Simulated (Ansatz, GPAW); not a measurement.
# How TiPbS3 (model structure) absorbs and reflects light, part 3 of 3

Aim: the dielectric function of TiPbS3 (model structure), and the optical constants that follow from it. The cell was made here by substitution or stacking, whether or not such a phase is known. It was built so: All O replaced by S and Zr replaced by Ti in the Pm-3m structure of ZrPbO3. The cell is first relaxed with Ansatz.

GPAW 26.7.0; DFT, RPBE, plane-wave PAW (GPAW data sets), scalar-relativistic, RPA, optical limit.

So far. Step 3 (Ground state): There are states at the Fermi level within the smearing, so the occupations stay smeared and the carriers get a Drude term.

## 5. Dielectric function, RPA

Local fields let the induced charge screen the field inside the cell, which as a rule lowers ε, most along directions where the density is uneven.

This step: DFT, RPBE, plane-wave PAW (GPAW data sets), scalar-relativistic, RPA, optical limit (GPAW 26.7.0).

File df.py:

```python
from gpaw.response.df import DielectricFunction

df = DielectricFunction('full.gpw', frequencies={'type': 'nonlinear', 'domega0': 0.03, 'omega2': 8},
                        ecut=30,
                        eta=0.05,
                        nbands=59,
                        rate=0.1,
                        txt='df.txt')
for direction in ['x']:
    df.get_dielectric_function(xc='RPA', direction=direction, filename=f'df_{direction}.csv')
```

Command:

```
OMP_NUM_THREADS=1 python df.py
```

Log:

```text
Using integrator: PointIntegrator
NonLinearFrequencyDescriptor(from 0.000 to 79.533 eV, 519 points)
Nonperiodic BCs:  [False False False]
Using integrator: PointIntegrator
NonLinearFrequencyDescriptor(from 0.000 to 79.533 eV, 519 points)
Nonperiodic BCs:  [False False False]
Using integrator: PointIntegrator

Calculating chi0 body with:
    Ground state adapter containing:
    Number of spins: 1
    Number of kpoints: 512
    Number of irreducible kpoints: 35
    Number of completely occupied states: 19
    Number of partially occupied states: 25

    Linear response parametrization:
    q_c: [0.0, 0.0, 0.0]
    Number of frequency points: 519
    Planewave cutoff: 30.0
    Number of bands: 59
    Number of planewaves: 33
    Broadening (eta): 0.05

Integrating chi0 body.

Symmetries of q_c:
    Direct symmetries (Uq -> q): 48
    Indirect symmetries (TUq -> q): 0
In total 48 allowed symmetries.

35 groups of equivalent kpoints. 93.1640625% reduction.

Integral kind: spectral function

Calculating chi0 optical extensions with:
    Ground state adapter containing:
    Number of spins: 1
    Number of kpoints: 512
    Number of irreducible kpoints: 35
    Number of completely occupied states: 19
    Number of partially occupied states: 25

    Linear response parametrization:
    Number of frequency points: 519
    Planewave cutoff: 30.0
    Number of bands: 59
    Number of planewaves: 33
    Broadening (eta): 0.05
Integrating chi0 head and wings.

Symmetries of q_c:
    Direct symmetries (Uq -> q): 48
    Indirect symmetries (TUq -> q): 0
In total 48 allowed symmetries.

35 groups of equivalent kpoints. 93.1640625% reduction.

Integral kind: spectral function wings

Calculating drude chi0 with:
    Number of frequency points:519
    Plasma frequency decay rate: 0.1 eV

    Ground state adapter containing:
    Number of spins: 1
    Number of kpoints: 512
    Number of irreducible kpoints: 35
    Number of completely occupied states: 19
    Number of partially occupied states: 25

Symmetries of q_c:
    Direct symmetries (Uq -> q): 48
    Indirect symmetries (TUq -> q): 0
In total 48 allowed symmetries.

35 groups of equivalent kpoints. 93.1640625% reduction.

Integral kind: intraband
Plasma frequency:
[[1.78-0.j 0.  -0.j 0.  +0.j]
 [0.  -0.j 1.78-0.j 0.  +0.j]
 [0.  +0.j 0.  +0.j 1.78-0.j]]
```

Elapsed: 19 s, on 1 thread of Intel Xeon Platinum 8375C at 2.90GHz (Ice Lake), shared host; peak memory 0.34 GiB.

The Im ε, E ∥ x has structure finer than the step of the table below, so its rows give means over 0.5 eV, whole bins alone (the curve runs from 0.305 to 15.0 eV). Peaks (eV: height): 0.75: 16.3, 1.56: 34.9, 2.02: 27.2, 2.59: 13.4, 3.51: 11.5.

Sum at mesh points, not converged in k. Im ε, E ∥ x against photon energy; means over each step:

```csv
photon energy (eV),"Im ε, E ∥ x"
1.0,7.76
1.5,26.0
2.0,17.4
2.5,10.5
3.0,8.64
3.5,9.21
4.0,8.68
4.5,8.63
5.0,7.72
5.5,4.93
6.0,2.68
6.5,2.05
7.0,1.79
7.5,2.75
8.0,3.35
8.5,2.27
9.0,2.08
9.5,2.24
10.0,2.13
10.5,1.95
11.0,2.09
11.5,2.09
12.0,1.98
12.5,2.24
13.0,1.55
13.5,1.08
14.0,1.04
14.5,0.810
```

Values under 1 per cm are given as 1; sum at mesh points, not converged in k. Table of absorption coefficient, E ∥ x by photon energy:

photon energy (eV), log10 absorption coefficient, E ∥ x (1/cm) and a bar from the least value:
```
    0.492        4.7 #
    1.010        4.6 
    1.486        5.6 ##################
    1.985        5.8 ######################
    2.508        5.7 ####################
    3.018        5.8 #####################
    3.510        5.9 ########################
    3.980        5.9 #########################
    4.516        6.0 ##########################
    4.981        6.1 ###########################
    5.515        6.1 ###########################
    6.021        6.0 ##########################
    6.494        5.9 ########################
    6.985        5.8 #####################
    7.496        5.8 #######################
    8.026        6.1 ###########################
    8.516        5.9 #########################
    9.023        5.9 #########################
    9.483        5.9 #########################
   10.026        6.0 ##########################
   10.519        6.0 ##########################
   11.029        6.0 ##########################
   11.479        6.1 ############################
   12.023        6.1 ###########################
   12.504        6.2 ##############################
   13.000        6.2 #############################
   13.512        6.1 ###########################
   14.040        6.1 ###########################
   14.493        6.0 ##########################
```

The reflectivity at normal incidence, E ∥ x has structure finer than the step of the table below, so its rows give means over 0.25 eV, whole bins alone (the curve runs from 0.305 to 15.0 eV). Peaks (eV: height): 0.716: 46.3, 1.591: 59.7, 2.058: 61.2, 2.624: 45.1, 4.561: 44.7, 5.466: 53.7, 5.918: 54.1.

Sum at mesh points, not converged in k. The reflectivity at normal incidence, E ∥ x by photon energy; means over each step:

photon energy (eV), reflectivity at normal incidence, E ∥ x (%) and a bar from the least value:
```
     0.50       35.9 ###############
     0.75       43.3 #####################
     1.00       37.5 #################
     1.25       50.4 ##########################
     1.50       56.3 ##############################
     1.75       50.3 ##########################
     2.00       55.0 #############################
     2.25       45.5 ######################
     2.50       38.9 ##################
     2.75       42.5 ####################
     3.00       37.1 ################
     3.25       32.8 #############
     3.50       39.2 ##################
     3.75       37.0 ################
     4.00       39.8 ##################
     4.25       36.9 ################
     4.50       43.5 #####################
     4.75       39.7 ##################
     5.00       46.4 #######################
     5.25       48.8 #########################
     5.50       51.9 ###########################
     5.75       50.5 ##########################
     6.00       50.7 ##########################
     6.25       41.1 ###################
     6.50       32.1 #############
     6.75       27.8 ##########
     7.00       16.4 #
     7.25       14.4 
     7.50       15.8 #
     7.75       23.4 ######
     8.00       31.3 ############
     8.25       28.4 ##########
     8.50       20.5 ####
     8.75       23.0 ######
     9.00       23.3 ######
     9.25       17.0 ##
     9.50       16.8 ##
     9.75       21.8 #####
    10.00       21.0 #####
    10.25       18.3 ###
    10.50       18.2 ###
    10.75       16.9 ##
    11.00       17.1 ##
    11.25       18.7 ###
    11.50       22.1 ######
    11.75       19.4 ####
    12.00       18.0 ###
    12.25       19.8 ####
    12.50       30.4 ###########
    12.75       29.4 ###########
    13.00       33.1 #############
    13.25       32.7 #############
    13.50       28.6 ##########
    13.75       25.2 ########
    14.00       24.1 #######
    14.25       26.3 ########
    14.50       25.5 ########
    14.75       21.3 #####
```

The loss function −Im 1/ε at q → 0, E ∥ x has structure finer than the step of the table below, so its rows give means over 0.5 eV, whole bins alone (the curve runs from 0.305 to 15.0 eV). Peaks (eV: height): 6.99: 0.673, 9.02: 0.653, 10.59: 0.562, 14.77: 1.43.

Sum at mesh points, not converged in k. Table of loss function −Im 1/ε at q → 0, E ∥ x by energy loss; means over each step:

energy loss (eV), loss function −Im 1/ε at q → 0, E ∥ x and a bar:
```
      1.0       0.02 
      1.5       0.03 
      2.0       0.06 #
      2.5       0.09 ##
      3.0       0.11 ##
      3.5       0.10 ##
      4.0       0.11 ##
      4.5       0.11 ##
      5.0       0.12 ###
      5.5       0.14 ###
      6.0       0.22 #####
      6.5       0.41 ##########
      7.0       0.53 ##############
      7.5       0.33 ########
      8.0       0.29 #######
      8.5       0.44 ###########
      9.0       0.48 ############
      9.5       0.44 ###########
     10.0       0.47 ############
     10.5       0.51 #############
     11.0       0.47 ############
     11.5       0.48 ############
     12.0       0.50 #############
     12.5       0.42 ###########
     13.0       0.53 ##############
     13.5       0.79 ####################
     14.0       0.89 #######################
     14.5       1.15 ##############################
```

The Im ε, E ∥ x has structure finer than the step of the table below, so its rows give means over 0.25 eV, whole bins alone (the curve runs from 0.305 to 15.0 eV). Peaks (eV: height): without local fields 0.748: 17.1, 1.382: 32.9, 1.556: 37.1, 1.985: 28.4, 2.585: 14.1, 3.510: 11.8; with local fields 0.748: 16.3, 1.556: 34.9, 2.022: 27.2, 2.585: 13.4, 3.510: 11.5.

Sum at mesh points, not converged in k. The Im ε, E ∥ x by photon energy; means over each step:

```
photon energy (eV)  without local fields  with local fields
              0.50                  7.50               7.41
              0.75                  13.1               12.5
              1.00                  5.07               4.84
              1.25                  15.6               14.6
              1.50                  32.3               30.2
              1.75                  19.4               18.7
              2.00                  22.5               21.5
              2.25                  10.0               9.86
              2.50                  11.6               10.9
              2.75                  11.2               10.7
              3.00                  8.96               8.59
              3.25                  8.19               7.79
              3.50                  10.4               10.1
              3.75                  9.43               8.81
              4.00                  9.52               8.97
              4.25                  9.17               8.51
              4.50                  9.68               8.99
              4.75                  8.27               7.58
              5.00                  8.79               8.24
              5.25                  6.70               6.46
              5.50                  4.88               4.69
              5.75                  3.80               3.64
              6.00                  2.86               2.60
              6.25                  2.38               2.15
              6.50                  2.16               1.95
              6.75                  2.11               1.94
              7.00                  1.82               1.62
              7.25                  2.46               2.18
              7.50                  3.15               2.68
              7.75                  4.50               3.80
              8.00                  3.87               3.45
              8.25                  2.53               2.25
              8.50                  2.72               2.22
              8.75                  3.37               2.54
              9.00                  2.64               1.85
              9.25                  3.45               2.10
              9.50                  3.54               2.09
              9.75                  3.56               2.59
             10.00                  2.66               1.96
             10.25                  2.95               2.02
             10.50                  2.71               1.90
             10.75                  3.09               2.03
             11.00                  3.29               2.05
             11.25                  3.54               2.16
             11.50                  2.49               2.18
             11.75                  2.45               1.88
             12.00                  2.21               1.92
             12.25                  2.10               2.36
             12.50                  1.98               2.33
             12.75                  2.45               1.77
             13.00                  2.06               1.55
             13.25                  1.87               1.21
             13.50                  1.70               1.05
             13.75                  1.41               1.06
             14.00                  1.36               1.04
             14.25                  1.08              0.975
             14.50                 0.981              0.785
             14.75                 0.885              0.718
```

Optical constants at common wavelengths, from n + ik = √ε:

| wavelength (nm) | n | k | R (%) | 1/α |
| --- | --- | --- | --- | --- |
| 1550 | 4.03 | 1.761 | 43.2 | 70 nm |
| 800 | 5.00 | 3.404 | 58.0 | 19 nm |
| 633 | 4.14 | 2.873 | 52.3 | 18 nm |
| 532 | 2.19 | 1.911 | 36.7 | 22 nm |
| 450 | 2.36 | 2.227 | 41.9 | 16 nm |
| 365 | 2.61 | 1.815 | 36.0 | 16 nm |
| 248 | 1.73 | 2.385 | 47.3 | 8.3 nm |

A polished face would reflect 47 % of daylight and look faintly red (CIE x = 0.347, y = 0.334 under D65).

## 6. Results

What this shows: At this level (RPBE, RPA) TiPbS3 is a metal. The mesh is too coarse to trust the carriers' weight, the reflectivity or the colour to better than tens of per cent. The cell shrank by 7.7 % in volume. A polished face would reflect 47 % of daylight and look faintly red (CIE x = 0.347, y = 0.334 under D65). The carriers' damping of 0.1 eV is typed, not computed; it shapes the response at the lowest energies. The run has no spin polarisation; magnetic order or correlation, untested here, could change the spectrum. Spin-orbit coupling is left out although heavy atoms are present. In this version of GPAW the matrix elements of the optical limit are incomplete, which can lower ε − 1 by up to a tenth where first-row anions or d states rule, and shift it by more in d metals. GPAW's carrier term has the form −ωp²/(ω + i·rate)², which damps like twice the rate and fails at low energy, so the curves leave the lowest energies out. The sum runs over mesh points 0.16 Å⁻¹ apart with no interpolation, so peaks are partly noise of the mesh, and the Drude plasma energy, a sum over the Fermi surface, isn't converged.

[Machine, clock and banner lines and Python warnings are left out of the logs.]

[Logs are printed without paths, hosts, clocks, repeated set-up lines and the standing remarks that a program may print on its own settings, such as how far it seeks lower states.]

[Hosts, paths, dates, database ids (printed as entryN), source tags and the programs' standing remarks are cut or masked in the printed files.]
